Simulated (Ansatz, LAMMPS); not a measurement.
# Amorphous Zn20Hg10Se19S11 (60 atoms): geometry optimisation, part 3 of 3

Aim: bring amorphous Zn20Hg10Se19S11 (60 atoms) to a nearby minimum of the energy and see what moves.

Ansatz 0.2.0; Kohn-Sham DFT, PBE, PAW (set soft_2, large core), plane waves.

The cell: 20 Zn, 10 Hg, 19 Se and 11 S. The quench rate of 100 K/ps far exceeds what a furnace or splat quench reaches. The network of bonds at the start is that of the classical potential that made the cell. Only the Γ point is sampled, in a cell whose shortest periodic width is 11 Å. No spin–orbit coupling is included.

So far. Step 4 (Relaxation): The relaxation changed the energy by -136 meV/atom, and atoms moved by 0.74 Å r.m.s., 2.7 Å at most.

### 6. Single point at the relaxed geometry

The electronic structure is read at the final geometry, in a run of its own.

The input, input.yaml:

```yaml
crystal:
  lattice:
    - [11.2355, 0.0, 0.0]
    - [0.0, 11.2355, 0.0]
    - [0.0, 0.0, 11.2355]
  atoms:
    - { symbol: Zn, position: [0.84533, 0.98726, 0.23976] }
    - { symbol: Zn, position: [0.48099, 0.56836, 0.10577] }
    - { symbol: Zn, position: [0.73512, 0.67225, 0.29477] }
    - { symbol: Zn, position: [0.66297, 0.14085, 0.99088] }
    - { symbol: Zn, position: [0.97552, 0.37641, 0.62467] }
    - { symbol: Zn, position: [0.65642, 0.29908, 0.68179] }
    - { symbol: Zn, position: [0.06343, 0.75232, 0.86094] }
    - { symbol: Zn, position: [0.83364, 0.13214, 0.51856] }
    - { symbol: Zn, position: [0.4997, 0.89364, 0.24346] }
    - { symbol: Zn, position: [0.4462, 0.15178, 0.47713] }
    - { symbol: Zn, position: [0.00142, 0.21482, 0.08771] }
    - { symbol: Zn, position: [0.14625, 0.09131, 0.37475] }
    - { symbol: Zn, position: [0.69697, 0.30668, 0.26696] }
    - { symbol: Zn, position: [0.36043, 0.26706, 0.19311] }
    - { symbol: Zn, position: [0.1895, 0.71463, 0.2256] }
    - { symbol: Zn, position: [0.68691, 0.81957, 0.98089] }
    - { symbol: Zn, position: [0.55857, 0.00188, 0.73875] }
    - { symbol: Zn, position: [0.16537, 0.48827, 0.01803] }
    - { symbol: Zn, position: [0.06725, 0.40302, 0.3295] }
    - { symbol: Zn, position: [0.43385, 0.29287, 0.88985] }
    - { symbol: Hg, position: [0.13694, 0.08977, 0.70181] }
    - { symbol: Hg, position: [0.9834, 0.02321, 0.93202] }
    - { symbol: Hg, position: [0.35137, 0.95496, 0.00263] }
    - { symbol: Hg, position: [0.70161, 0.6487, 0.69598] }
    - { symbol: Hg, position: [0.28213, 0.37947, 0.72614] }
    - { symbol: Hg, position: [0.84404, 0.48612, 0.99534] }
    - { symbol: Hg, position: [0.28199, 0.86032, 0.57399] }
    - { symbol: Hg, position: [0.44643, 0.54864, 0.47034] }
    - { symbol: Hg, position: [0.98274, 0.66617, 0.49861] }
    - { symbol: Hg, position: [0.37953, 0.69752, 0.80398] }
    - { symbol: Se, position: [0.50346, 0.81407, 0.64524] }
    - { symbol: Se, position: [0.49742, 0.32387, 0.35341] }
    - { symbol: Se, position: [0.39734, 0.67722, 0.28345] }
    - { symbol: Se, position: [0.77171, 0.43541, 0.54211] }
    - { symbol: Se, position: [0.36432, 0.09375, 0.81493] }
    - { symbol: Se, position: [0.126, 0.49242, 0.52162] }
    - { symbol: Se, position: [0.91862, 0.19127, 0.70796] }
    - { symbol: Se, position: [0.48989, 0.09429, 0.13157] }
    - { symbol: Se, position: [0.07388, 0.85757, 0.67047] }
    - { symbol: Se, position: [0.77867, 0.7576, 0.48437] }
    - { symbol: Se, position: [0.04387, 0.56499, 0.18711] }
    - { symbol: Se, position: [0.5153, 0.4904, 0.6812] }
    - { symbol: Se, position: [0.95972, 0.98646, 0.42219] }
    - { symbol: Se, position: [0.68619, 0.5058, 0.16857] }
    - { symbol: Se, position: [0.07053, 0.91036, 0.19962] }
    - { symbol: Se, position: [0.34858, 0.97896, 0.38077] }
    - { symbol: Se, position: [0.24364, 0.21884, 0.53541] }
    - { symbol: Se, position: [0.01851, 0.35304, 0.92672] }
    - { symbol: Se, position: [0.84813, 0.69493, 0.88174] }
    - { symbol: S, position: [0.35799, 0.41205, 0.04522] }
    - { symbol: S, position: [0.19044, 0.5926, 0.83799] }
    - { symbol: S, position: [0.17164, 0.82546, 0.03741] }
    - { symbol: S, position: [0.63753, 0.31802, 0.8871] }
    - { symbol: S, position: [0.49745, 0.74128, 0.99575] }
    - { symbol: S, position: [0.1507, 0.23971, 0.2313] }
    - { symbol: S, position: [0.69905, 0.85009, 0.19242] }
    - { symbol: S, position: [0.80611, 0.16837, 0.14626] }
    - { symbol: S, position: [0.71563, 0.98765, 0.87055] }
    - { symbol: S, position: [0.62563, 0.12273, 0.57805] }
    - { symbol: S, position: [0.85813, 0.3138, 0.40205] }
kpoints:
  mp_grid: { grid: [1, 1, 1] }
hamiltonian:
  xc: pbe
  pseudopotentials: { kind: paw, core: large }
scf:
  occupations: { method: gaussian, width: 0.025 }
output:
  forces: true
  stress: true
  populations: true
  dos:
    method: { smearing: { sigma: 0.1 } }
    de: 0.1
    projected: { site_lists: { Hg: [Hg], S: [S], Se: [Se], Zn: [Zn] } }
  eigenvalues: true
  write_density: true
  write_potential: true
  volumetric_format: npy
  elf: true
```

Command:

```console
$ ansatz run input.yaml --threads 4 --pin off --max-ram 8192MiB --backend cpu --events-out ev --progress --plain --runs-dir out
```

Numbers of over 12 decimals in the logs are rounded to 6 here.

The program printed:

```text
[...]
Crystal: 60 atoms, lattice volume = 1418.330 Å³
Basis set: ecut = 420 eV, 27633 PW (Γ), exchange–correlation on 160×160×160 points (8 copies of the dense FFT grid, shifted against one another)
Bands: 330, of which v1, the nominal top of the filled ones, is band 270 counted from 1 (269 counted from 0)
Symmetry: 1 space group operations
[...]
k-points: 1
[...]
SCF iter   1: F=—  HF=-235407.903510 eV  |F-HF|=—  |Δ(HF+E_count)|=         —  Δρ=3.67e-2  dr2=3.33e1  ethr=3.10e-3  ⟨swp⟩=8.0  Hψ=1581  notcnv=0  defer=37
[...]
SCF iter  13: F=-235399.779196 eV  HF=-235399.779196 eV  |F-HF|=1.06e-7  |Δ(HF+E_count)|=   6.98e-7  Δρ=1.96e-6  dr2=9.96e-8  ethr=1.85e-11  ⟨swp⟩=19.0  Hψ=3688  notcnv=0
SCF 1 converged in 13 iterations: F = -235399.779196 eV  dr2 = 9.96e-8
[...]
SCF converged after 13 iterations
Free energy (F): -235399.779196 eV
[...]
Internal energy: -235399.779196 eV  (E = F + TS)
E sigma→0 (E₀):  -235399.779196 eV
Fermi energy:    6.619069 eV
[...]
--- Forces (eV/Å), atoms counted from 1 ---
  atom   1  Zn    -0.00062253     0.00729287    -0.00433102
  atom   2  Zn    -0.00161121    -0.00494451     0.00043785
  atom   3  Zn     0.00099751    -0.00547583    -0.00394574
  atom   4  Zn     0.00184858    -0.00038683     0.00606298
  atom   5  Zn    -0.00600623    -0.01429280     0.01504729
  atom   6  Zn     0.00749666     0.00537621    -0.00630124
  atom   7  Zn     0.00212814    -0.00036630     0.00570262
  atom   8  Zn     0.00022093     0.00321553     0.00278595
  atom   9  Zn     0.00247567     0.00388027    -0.00353552
  atom  10  Zn     0.00147884    -0.00522367     0.00522976
  atom  11  Zn    -0.00250548    -0.00071459     0.00674471
  atom  12  Zn    -0.00358247     0.00338628    -0.00114307
  atom  13  Zn    -0.00376604     0.00384216     0.00210441
  atom  14  Zn    -0.00028487    -0.00065452    -0.00446594
[...]
atom  59  S     -0.00368568    -0.00183639    -0.00096170
  atom  60  S      0.01015640     0.00219119     0.00426320
  max |Σ_I F_I| component: 4.97e-5 eV/Å
--- Stress (GPa, compression-positive) ---
        0.014067      -0.224772       0.597329
       -0.224772       3.181362      -0.293965
        0.597329      -0.293965       3.057018
  P = ⅓ Tr σ = 2.0841 GPa (20.841 kbar)
--- Band table (eV) ---
[...]
--- Löwdin populations: 60 sites ---
  site symbol       q [e]
     0     Zn     10.7618
     1     Zn     10.7423
     2     Zn     10.8010
[...]
59      S      6.6390
  spilling = 0.011108 (of n_electrons = 540.000000)
```

Wall time 10 s (4 threads of AMD EPYC 9R45, shared host); peak memory 1.8 GiB.

The run gave:

```
free energy                                      : -235399.7792 eV
free energy per atom                             : -3923.3297 eV/atom
SCF cycles                                       : 13
pressure                                         : 2.084 GPa
r.m.s. force component                           : 0.00632 eV/Å
longest force                                    : 0.02636 eV/Å
Fermi energy                                     : 6.619 eV
gap (highest filled to lowest empty level) : 0.9988 eV
spilling of the projection                       : 0.01111
```

Löwdin charges by element (they lack the spilled electrons, 0.100 e an atom on average):

```csv
element,coordination,atoms,mean charge (e),spread,least,most
Hg,all,10,0.870,0.234,0.299,1.04
S,all,11,-0.970,0.163,-1.08,-0.620
Se,all,19,-0.872,0.132,-1.04,-0.520
Zn,all,20,1.23,0.0291,1.16,1.26
```

Density of states as counts of states in windows of 1 eV (from the Fermi level), total and the larger projections:

```csv
from (eV),to (eV),total,Zn d,Se p,Hg d,S p,Zn s,Se s
-14,-13,32.9,0.6,0.3,0.6,0.1,2.8,18.4
-13,-12,20.9,0.7,0.3,0.4,0.1,0.7,11.5
-12,-11,2.0,0.1,0.0,0.0,0.1,0.0,1.2
-11,-8,0.0,0.0,0.0,0.0,0.0,0.0,0.0
-8,-7,180.0,123.0,7.0,41.7,5.3,1.3,0.5
-7,-6,120.1,65.4,2.1,48.8,1.3,0.7,0.7
-6,-5,32.3,3.4,8.6,3.4,7.1,4.7,0.9
-5,-4,25.6,1.7,8.7,1.4,6.5,3.0,0.7
-4,-3,32.9,1.4,16.0,0.9,10.4,1.1,0.4
-3,-2,40.5,1.6,21.3,1.0,13.1,0.6,0.3
-2,-1,38.3,1.3,22.5,0.9,10.4,0.4,0.2
-1,0,10.5,0.2,7.0,0.3,1.4,0.3,0.1
0,1,6.5,0.0,2.3,0.1,0.6,0.5,0.2
1,2,18.9,0.1,5.4,0.2,1.8,3.1,0.4
2,3,23.2,0.1,3.9,0.1,1.9,6.6,0.4
3,4,31.5,0.1,2.7,0.1,1.9,5.9,0.2
```

Between -16 and -14 eV lie 4 more states.

The levels nearest the highest filled one (over half full), pooled over k-points and spins:

```csv
level less the highest filled one (eV),occupation
-0.454,2
-0.421,2
-0.37,2
-0.296,2
-0.208,2
0,2
0.999,0
1.27,0
1.49,0
1.54,0
1.77,0
1.83,0
```

ELF in the bc plane at fractional x = 0.364, with atoms of Zn and Hg and Se and S within 0.2 Å of it. It is the smooth field of the valence electrons, not physical close to the nuclei.

Ten even steps from '_' (0.00) to '@' (0.86), each cell a mean:
```
----::::..........::==%%@@@@@@%%++..______..::::::....::==::__..
--==++****++--::::::::--++**++--..______..::::::........--==----
++%%@@@@@@@@**::::..::::::....______..::----------::..__..::::--
%%%%--..++@@%%==::::::::::::..______..--==::..::====::____..::++
@@**____::@@%%==::::----------..____..----______--==::..____::**
%%@@##**%%@@**::..--======----::..__..--==::..::----::..____..==
++%%@@@@%%**::....--======----::....__::--====----::::....____..
..--====--..____..::--====--::......____..::::::::::::::::..____
__________..........::::::::........________....::::::::::::..__
______..::==++++==::......____..........______..::::--------::..
..__..::--==**##**--..________..::------::______::::--------::..
==--::::::::==++++--..______..----======--..____..::----------==
%%##==::::::::----..________::--========--::..____..::::==**%%%%
##@@##--::::::::..........__..----==----------..____..--##@@%%++
..%%@@++::........::----::......::::--==**####**==..__==%%@@::__
==@@%%++..____..::==++++==::____..::++##@@@@@@@@%%--__--%%@@**::
@@%%++::____....::--====--..______--##@@##----%%@@**....++%%@@@@
++--..____....::....::::::..______--##@@%%----%%@@**::..--++****
..__..::::....______..::....______::**@@@@@@%%%%##==............
..::--++==::..______..::--==--::....--++####**==--..__________..
::--++****--::......::++%%%%%%**--....::::::..__________..::::::
::--==++++==::....::**@@@@##%%@@##--......____________..--====--
----::::::::......++%%@@==__++@@%%==....__............::==--::::
::--::..________..==%%@@##==##@@%%==..____..::--::....::--..____
```
Columns run along b (11.2 Å), rows up along c (11.2 Å). Atoms in or near the plane, at fractional coordinates: Zn at (0.27, 0.19), Hg at (0.95, 0.00), Hg at (0.70, 0.80), Se at (0.09, 0.81), Se at (0.98, 0.38), S at (0.41, 0.05).

Valence density in the bc plane at fractional x = 0.364, with atoms of Zn and Hg and Se and S within 0.2 Å of it. It is the smooth field of the valence electrons, not physical close to the nuclei.

Values in e/Å³, 13 rows by 16 columns, each cell a mean:
```
 1  0  0  0  0  0  1  0  0  0  0  0  0  0  1  3
 1  1  1  0  1  0  0  0  0  0  1  2  0  0  0  0
 1  0  1  0  0  0  0  0  0  0  2  4  1  0  0  0
 0  0  0  0  0  1  1  0  0  0  1  1  0  0  0  0
 0  0  0  0  0  0  0  0  0  0  0  0  0  0  0  0
 0  0  0  0  0  0  0  0  0  0  0  0  0  1  1  0
 0  0  0  0  0  0  0  0  1  1  0  0  0  0  0  0
 1  0  0  0  0  0  0  0  0  0  0  0  0  0  0  1
 1  0  0  0  0  0  0  0  0  0  1  1  0  0  0  1
 0  0  0  0  2  0  0  0  0  0  1  1  0  0  0  0
 0  0  0  3 16  1  0  0  0  0  0  0  0  0  0  0
 0  0  0  0  1  1  1  1  0  0  0  0  0  0  0  1
 1  0  0  0  0  1  1  1  0  0  0  0  0  0  2  3
```
Columns run along b (11.2 Å), rows up along c (11.2 Å). Atoms in or near the plane, at fractional coordinates: Zn at (0.27, 0.19), Hg at (0.95, 0.00), Hg at (0.70, 0.80), Se at (0.09, 0.81), Se at (0.98, 0.38), S at (0.41, 0.05).

Mean Löwdin charges: Hg +0.87, S -0.97, Se -0.87, Zn +1.23 e (they miss 1.1 % of the electrons, so they add up to more than the cell's charge). The largest share in the top eV of filled states is Se p (68 % of the projected weight), and in the lowest eV of empty states Se p (40 % of the projected weight).

Local excerpt of 13 atoms (numbers count through the whole input) about Hg28, picked at random; x, y, z are measured from there.

```csv
atom,x,y,z,distance (Å),Löwdin charge (e)
Hg28,0.00,0.00,0.00,0.00,0.93
Se42,0.77,-0.65,2.37,2.58,-0.80
Se33,-0.55,1.44,-2.10,2.61,-0.92
Se32,0.57,-2.53,-1.31,2.90,-1.01
Se31,0.64,2.98,1.97,3.63,-0.90
Se36,-3.60,-0.63,0.58,3.70,-0.82
Hg25,-1.85,-1.90,2.87,3.91,0.55
Se34,3.65,-1.27,0.81,3.95,-0.52
Hg24,2.87,1.12,2.54,3.99,0.92
Zn3,3.24,1.39,-1.97,4.04,1.20
Zn2,0.39,0.22,-4.10,4.12,1.26
Hg27,-1.85,3.50,1.16,4.13,0.96
Hg30,-0.75,1.67,3.75,4.17,1.04
```

### 7. Summary of results

```yaml
energy_change_in_the_relaxation: -135.6 meV/atom
r_m_s_displacement: 0.738 Å
largest_displacement: 2.729 Å
free_energy_per_atom: -3923.3297 eV/atom
pressure: 2.084 GPa
r_m_s_force_component: 0.00632 eV/Å
spacing_of_highest_filled_and_lowest_empty_level: 0.9988 eV
wall_time_of_the_3_dft_runs: 3.4 min
```

**Reading.** Relaxation lowers the energy by 136 meV/atom and moves atoms by 0.74 Å r.m.s.; the r.m.s. force component goes from 0.65 to 0.0063 eV/Å, the pressure goes from 2.1 to 2.1 GPa, and the gap from 0.163 to 0.999 eV. First to last step the energy falls by 8.136 eV; the largest move, 2.73 Å, is that of Hg24. Between filled and empty levels lie 0.999 eV (at Γ alone); a semilocal functional tends to put such gaps too low. In a disordered cell it changes from sample to sample, and tail or defect levels can set it.

Caveats: The network of bonds at the start is that of the classical potential that made the cell; in DFT atoms moved by 0.74 Å r.m.s. The stress is far from hydrostatic: its diagonal is 0.0, 3.2, 3.1 GPa, compression counted positive. The pressure of 2.1 GPa says that the cell would expand at this level of theory.

[Logs are printed without paths, hosts, clocks, repeated set-up lines and the standing remarks that a program may print on its own settings, such as how far it seeks lower states.]

[Hosts, paths, dates, database ids (printed as entryN), source tags and the programs' standing remarks are cut or masked in the printed files.]
